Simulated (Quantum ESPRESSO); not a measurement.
# Al (Fm-3m): a volume series of phonon spectra

Wanted: mode Grüneisen parameters of Al and a free-energy fit over volumes.

Experimental results on record:
- volume expansion coefficient 69 1e-6/K and heat capacity C_P per formula unit 24.2 J/mol/K near room temperature (given in “High-Throughput Prediction of Finite-Temperature Properties using the Quasi-Harmonic Approximation”, 2016, arXiv:1603.06924)

Main program and level: Quantum ESPRESSO 7.5; DFT PBEsol, scalar-relativistic, plane waves, GBRV ultrasoft pseudopotentials.

## 1. The starting structure

Symmetry: Fm-3m, No. 225, cubic system. Conventional cell: a = 4.050 Å, b = 4.050 Å, c = 4.050 Å, α = 90.00°, β = 90.00°, γ = 90.00°. Nearest to Al lie 12 Al at 2.86 Å.

## 2. A first coarse run

A cheap single point shows whether the cell is a metal or an insulator and how far it is from rest; that sets the k-mesh and the occupations of what follows.

Input file probe.in:

```
&CONTROL
  calculation = 'scf'
  prefix      = 'x'
  outdir      = './tmp'
  pseudo_dir  = './pseudo'
  tprnfor     = .true.
  tstress     = .true.
  verbosity   = 'high'
/
&SYSTEM
  ibrav       = 0
  nat         = 1
  ntyp        = 1
  ecutwfc     = 40.0
  ecutrho     = 240.0
  occupations = 'smearing'
  smearing    = 'gaussian'
  degauss     = 0.01
/
&ELECTRONS
  conv_thr         = 1.0d-07
  mixing_beta      = 0.7
  electron_maxstep = 100
/
ATOMIC_SPECIES
 Al     26.9815  Al.upf
CELL_PARAMETERS angstrom
     0.000000000    2.024805000    2.024805000
     2.024805000    0.000000000    2.024805000
     2.024805000    2.024805000    0.000000000
ATOMIC_POSITIONS crystal
 Al     0.000000000   0.000000000   0.000000000
K_POINTS automatic
 8 8 8 0 0 0
```

Launch:

```
$ OMP_NUM_THREADS=1 mpirun -n 4 pw.x -nk 4 -in probe.in > probe.out
```

The program printed:

```text
Program PWSCF v.7.5

     This program is part of the open-source Quantum ESPRESSO suite
     for quantum simulation of materials; please cite
         "P. Giannozzi et al., J. Phys.:Condens. Matter 21 395502 (2009);
         "P. Giannozzi et al., J. Phys.:Condens. Matter 29 465901 (2017);
         "P. Giannozzi et al., J. Chem. Phys. 152 154105 (2020);
     in publications or presentations arising from this work. More details at

     Message from routine setup:
     using ibrav=0 with symmetry is DISCOURAGED, use correct ibrav instead

     G-vector sticks info
     --------------------
     sticks:   dense  smooth     PW     G-vecs:    dense   smooth      PW
     Sum         499     313    109                 7119     3839     749

     Using Slab Decomposition

     bravais-lattice index     =            0
     lattice parameter (alat)  =       5.4112  a.u.
     unit-cell volume          =     112.0408 (a.u.)^3
     number of atoms/cell      =            1
     number of atomic types    =            1
     number of electrons       =         3.00
     number of Kohn-Sham states=            6
     kinetic-energy cutoff     =      40.0000  Ry
     charge density cutoff     =     240.0000  Ry
     scf convergence threshold =      1.0E-07
     mixing beta               =       0.7000
     number of iterations used =            8  plain     mixing
     Exchange-correlation= SLA  PW   PSX  PSC
                           (   1   4  10   8   0   0   0)

     celldm(1)=   5.411243  celldm(2)=   0.000000  celldm(3)=   0.000000
     celldm(4)=   0.000000  celldm(5)=   0.000000  celldm(6)=   0.000000

     crystal axes: (cart. coord. in units of alat)
               a(1) = (   0.000000   0.707107   0.707107 )
               a(2) = (   0.707107   0.000000   0.707107 )
               a(3) = (   0.707107   0.707107   0.000000 )

     reciprocal axes: (cart. coord. in units 2 pi/alat)
               b(1) = ( -0.707107  0.707107  0.707107 )
               b(2) = (  0.707107 -0.707107  0.707107 )
               b(3) = (  0.707107  0.707107 -0.707107 )

     PseudoPot. # 1 for Al read from file:
     ./pseudo/Al.upf
     Pseudo is Ultrasoft + core correction, Zval =  3.0
     Using radial grid of  893 points,  3 beta functions with:
                l(1) =   0
                l(2) =   1
                l(3) =   2
     Q(r) pseudized with  8 coefficients,  rinner =    0.900   0.900   0.900
                                                       0.900   0.900

     atomic species   valence    mass     pseudopotential
     Al                3.00    26.98150     Al( 1.00)

     48 Sym. Ops., with inversion, found

                                    s                        frac. trans.

      isym =  1     identity

 cryst.   s( 1) = (     1          0          0      )
                  (     0          1          0      )
                  (     0          0          1      )

 cart.    s( 1) = (  1.0000000 -0.0000000  0.0000000 )
                  ( -0.0000000  1.0000000  0.0000000 )
                  ( -0.0000000  0.0000000  1.0000000 )

      isym =  2     180 deg rotation - cart. axis [0,0,1]

 cryst.   s( 2) = (     0          1         -1      )
                  (     1          0         -1      )
                  (     0          0         -1      )

 cart.    s( 2) = ( -1.0000000  0.0000000  0.0000000 )
                  (  0.0000000 -1.0000000  0.0000000 )
                  (  0.0000000 -0.0000000  1.0000000 )

      isym =  3     180 deg rotation - cart. axis [0,1,0]

 cryst.   s( 3) = (     0         -1          1      )
                  (     0         -1          0      )
                  (     1         -1          0      )

 cart.    s( 3) = ( -1.0000000 -0.0000000 -0.0000000 )
                  (  0.0000000  1.0000000 -0.0000000 )
                  (  0.0000000  0.0000000 -1.0000000 )

      isym =  4     180 deg rotation - cart. axis [1,0,0]

 cryst.   s( 4) = (    -1          0          0      )
                  (    -1          0          1      )
                  (    -1          1          0      )

 cart.    s( 4) = (  1.0000000  0.0000000 -0.0000000 )
                  ( -0.0000000 -1.0000000 -0.0000000 )
                  ( -0.0000000 -0.0000000 -1.0000000 )

      isym =  5     180 deg rotation - cart. axis [1,1,0]

 cryst.   s( 5) = (    -1          0          1      )
[...]
cart.    s( 5) = ( -0.0000000  1.0000000 -0.0000000 )
[...]
isym =  6     180 deg rotation - cart. axis [1,-1,0]

 cryst.   s( 6) = (     0         -1          0      )
[...]
cart.    s( 6) = (  0.0000000 -1.0000000 -0.0000000 )
[...]
isym =  7      90 deg rotation - cart. axis [0,0,-1]

 cryst.   s( 7) = (     0          1          0      )
[...]
cart.    s( 7) = (  0.0000000  1.0000000  0.0000000 )
[...]
isym =  8      90 deg rotation - cart. axis [0,0,1]

 cryst.   s( 8) = (     1          0         -1      )
[...]
cart.    s( 8) = ( -0.0000000 -1.0000000  0.0000000 )
[...]
isym =  9     180 deg rotation - cart. axis [1,0,1]

 cryst.   s( 9) = (    -1          1          0      )
[...]
cart.    s( 9) = (  0.0000000  0.0000000  1.0000000 )
[...]
isym = 10     180 deg rotation - cart. axis [-1,0,1]

 cryst.   s(10) = (     0          0         -1      )
[...]
cart.    s(10) = ( -0.0000000  0.0000000 -1.0000000 )
[...]
isym = 11      90 deg rotation - cart. axis [0,1,0]

 cryst.   s(11) = (     0          0          1      )
[...]
cart.    s(11) = ( -0.0000000 -0.0000000  1.0000000 )
[...]
isym = 12      90 deg rotation - cart. axis [0,-1,0]

 cryst.   s(12) = (     1         -1          0      )
[...]
cart.    s(12) = (  0.0000000 -0.0000000 -1.0000000 )
[...]
isym = 13     180 deg rotation - cart. axis [0,1,1]

 cryst.   s(13) = (     1          0          0      )
[...]
cart.    s(13) = ( -1.0000000  0.0000000 -0.0000000 )
[...]
isym = 14     180 deg rotation - cart. axis [0,1,-1]

 cryst.   s(14) = (    -1          0          0      )
[...]
cart.    s(14) = ( -1.0000000 -0.0000000  0.0000000 )
[...]
isym = 15      90 deg rotation - cart. axis [-1,0,0]

 cryst.   s(15) = (     0         -1          1      )
[...]
k = 0.2652 0.2652-0.2652 (   477 PWs)   bands (ev):

     0.4295   6.9176  18.4803  18.4803  20.4135  20.4135

     occupation numbers
     1.0000   1.0000   0.0000   0.0000   0.0000   0.0000

          k =-0.3536-0.3536 0.3536 (   476 PWs)   bands (ev):

     3.1859   3.4187  18.9861  18.9861  19.2064  19.2064

     occupation numbers
     1.0000   1.0000   0.0000   0.0000   0.0000   0.0000

          k = 0.1768 0.0000 0.0000 (   495 PWs)   bands (ev):

    -2.7729  17.6003  17.6003  17.9288  20.4441  22.3051

     occupation numbers
     1.0000   0.0000   0.0000   0.0000   0.0000   0.0000

          k = 0.2652 0.0884-0.0884 (   484 PWs)   bands (ev):

    -1.7916  13.0591  16.5421  18.0682  19.2544  21.7139

     occupation numbers
     1.0000   0.0000   0.0000   0.0000   0.0000   0.0000

          k = 0.3536 0.1768-0.1768 (   471 PWs)   bands (ev):

     0.0150   8.6135  16.1951  16.9292  17.8759  23.8281

     occupation numbers
     1.0000   0.0000   0.0000   0.0000   0.0000   0.0000

          k =-0.2652-0.4419 0.4419 (   473 PWs)   bands (ev):

[...]
occupation numbers
[...]
k =-0.1768-0.3536 0.3536 (   477 PWs)   bands (ev):

[...]
occupation numbers
[...]
k =-0.0884-0.2652 0.2652 (   485 PWs)   bands (ev):

[...]
occupation numbers
[...]
k = 0.0000-0.1768 0.1768 (   489 PWs)   bands (ev):

[...]
occupation numbers
[...]
k = 0.3536 0.0000 0.0000 (   480 PWs)   bands (ev):

[...]
occupation numbers
[...]
k = 0.4419 0.0884-0.0884 (   478 PWs)   bands (ev):

[...]
occupation numbers
[...]
k =-0.1768-0.5303 0.5303 (   477 PWs)   bands (ev):

[...]
occupation numbers
[...]
k =-0.0884-0.4419 0.4419 (   479 PWs)   bands (ev):

[...]
occupation numbers
[...]
k = 0.0000-0.3536 0.3536 (   481 PWs)   bands (ev):

[...]
k = 0.5303-0.0000 0.0000 (   472 PWs)   bands (ev):

[...]
k =-0.0884-0.6187 0.6187 (   474 PWs)   bands (ev):

[...]
k = 0.0000-0.5303 0.5303 (   478 PWs)   bands (ev):

[...]
k =-0.7071 0.0000 0.0000 (   468 PWs)   bands (ev):

[...]
k = 0.3536 0.1768 0.0000 (   482 PWs)   bands (ev):

[...]
occupation numbers
[...]
k =-0.2652-0.4419 0.6187 (   481 PWs)   bands (ev):

[...]
occupation numbers
[...]
k =-0.1768-0.3536 0.5303 (   476 PWs)   bands (ev):

[...]
occupation numbers
[...]
k =-0.1768-0.5303 0.7071 (   471 PWs)   bands (ev):

[...]
occupation numbers
[...]
k =-0.0884-0.4419 0.6187 (   478 PWs)   bands (ev):

[...]
occupation numbers
[...]
k = 0.0000-0.3536 0.5303 (   481 PWs)   bands (ev):

[...]
occupation numbers
     1.0000   0.9998   0.0000   0.0000   0.0000   0.0000

          k =-0.7071 0.1768-0.0000 (   478 PWs)   bands (ev):

     5.3781   6.7234   9.5535  11.0016  17.8589  19.7771

     occupation numbers
     1.0000   1.0000   0.0000   0.0000   0.0000   0.0000

          k =-0.7071 0.3536 0.0000 (   488 PWs)   bands (ev):

     6.9453   6.9453   7.9658   8.8192  23.4703  23.8198

     occupation numbers
     1.0000   1.0000   0.0576   0.0000   0.0000   0.0000

     the Fermi energy is     7.8142 ev

!    total energy              =      -6.66386196 Ry
     estimated scf accuracy    <          7.0E-09 Ry
     smearing contrib. (-TS)   =      -0.00031316 Ry
     internal energy E=F+TS    =      -6.66354880 Ry

     The total energy is F=E-TS. E is the sum of the following terms:
     one-electron contribution =       2.96874128 Ry
     hartree contribution      =       0.00859066 Ry
     xc contribution           =      -4.24879589 Ry
     ewald contribution        =      -5.39208485 Ry

     convergence has been achieved in   4 iterations

     Forces acting on atoms (cartesian axes, Ry/au):

     atom    1 type  1   force =     0.00000000    0.00000000    0.00000000
     The non-local contrib.  to forces
     atom    1 type  1   force =     0.00000000    0.00000000   -0.00000000
     The ionic contribution  to forces
     atom    1 type  1   force =    -0.00000000   -0.00000000   -0.00000000
     The local contribution  to forces
     atom    1 type  1   force =     0.00000000    0.00000000   -0.00000000
     The core correction contribution to forces
     atom    1 type  1   force =     0.00000000    0.00000000    0.00000000
     The Hubbard contrib.    to forces
     atom    1 type  1   force =     0.00000000    0.00000000    0.00000000
     The SCF correction term to forces
     atom    1 type  1   force =     0.00000000   -0.00000000   -0.00000000

     Total force =     0.000000     Total SCF correction =     0.000000

     Computing stress (Cartesian axis) and pressure

          total   stress  (Ry/bohr**3)                   (kbar)     P=      -20.23
  -0.00013749   0.00000000  -0.00000000          -20.23        0.00       -0.00
   0.00000000  -0.00013749  -0.00000000            0.00      -20.23       -0.00
  -0.00000000  -0.00000000  -0.00013749           -0.00       -0.00      -20.23

     kinetic stress (kbar)   1525.71     -0.00      0.00
                               -0.00   1525.71      0.00
                               -0.00      0.00   1525.71

     local   stress (kbar)    362.67     -0.00      0.00
                               -0.00    362.67     -0.00
                                0.00     -0.00    362.67

     nonloc. stress (kbar)   1262.86     -0.00     -0.00
                               -0.00   1262.86     -0.00
                               -0.00     -0.00   1262.86

     hartree stress (kbar)      3.76      0.00     -0.00
                                0.00      3.76      0.00
                               -0.00      0.00      3.76

     exc-cor stress (kbar)   2594.13     -0.00      0.00
                               -0.00   2594.13      0.00
                                0.00      0.00   2594.13

     corecor stress (kbar)  -3409.49     -0.00     -0.00
                               -0.00  -3409.49     -0.00
                               -0.00     -0.00  -3409.49

     ewald   stress (kbar)  -2359.86      0.00      0.00
                                0.00  -2359.86      0.00
                                0.00      0.00  -2359.86

     hubbard stress (kbar)      0.00      0.00      0.00
                                0.00      0.00      0.00
                                0.00      0.00      0.00

     DFT-D   stress (kbar)      0.00      0.00      0.00
[...]
XDM     stress (kbar)      0.00      0.00      0.00
[...]
dft-nl  stress (kbar)      0.00      0.00      0.00
                                0.00      0.00      0.00
                                0.00      0.00      0.00

     TS-vdW  stress (kbar)      0.00      0.00      0.00
                                0.00      0.00      0.00
                                0.00      0.00      0.00

     MDB     stress (kbar)      0.00      0.00      0.00
                                0.00      0.00      0.00
                                0.00      0.00      0.00

     3D-RISM stress (kbar)      0.00      0.00      0.00
                                0.00      0.00      0.00
                                0.00      0.00      0.00

     Writing all to output data dir ./tmp/x.save/ :
     XML data file, charge density, pseudopotentials, collected wavefunctions

   JOB DONE.
```

It took 1.1 s on 4 MPI ranks of Arm Neoverse V1, shared host; 4 s of CPU time.

This step gave:

```yaml
volume_per_atom: 16.60 Å³
pressure: -2.023 GPa
gap_on_the_k_mesh: 0 eV
```

The start is under -2.0 GPa at this level and looks like a metal on this mesh.

[end of part 1 of 6]

[Logs are printed without paths, hosts, clocks, repeated set-up lines and the standing remarks that a program may print on its own settings, such as how far it seeks lower states.]

[Hosts, paths, dates, database ids (printed as entryN), source tags and the programs' standing remarks are cut or masked in the printed files.]

[A step with changed settings may run another functional than the one named; its input shows which.]

[Of the runs on displaced cells, only some may be shown.]
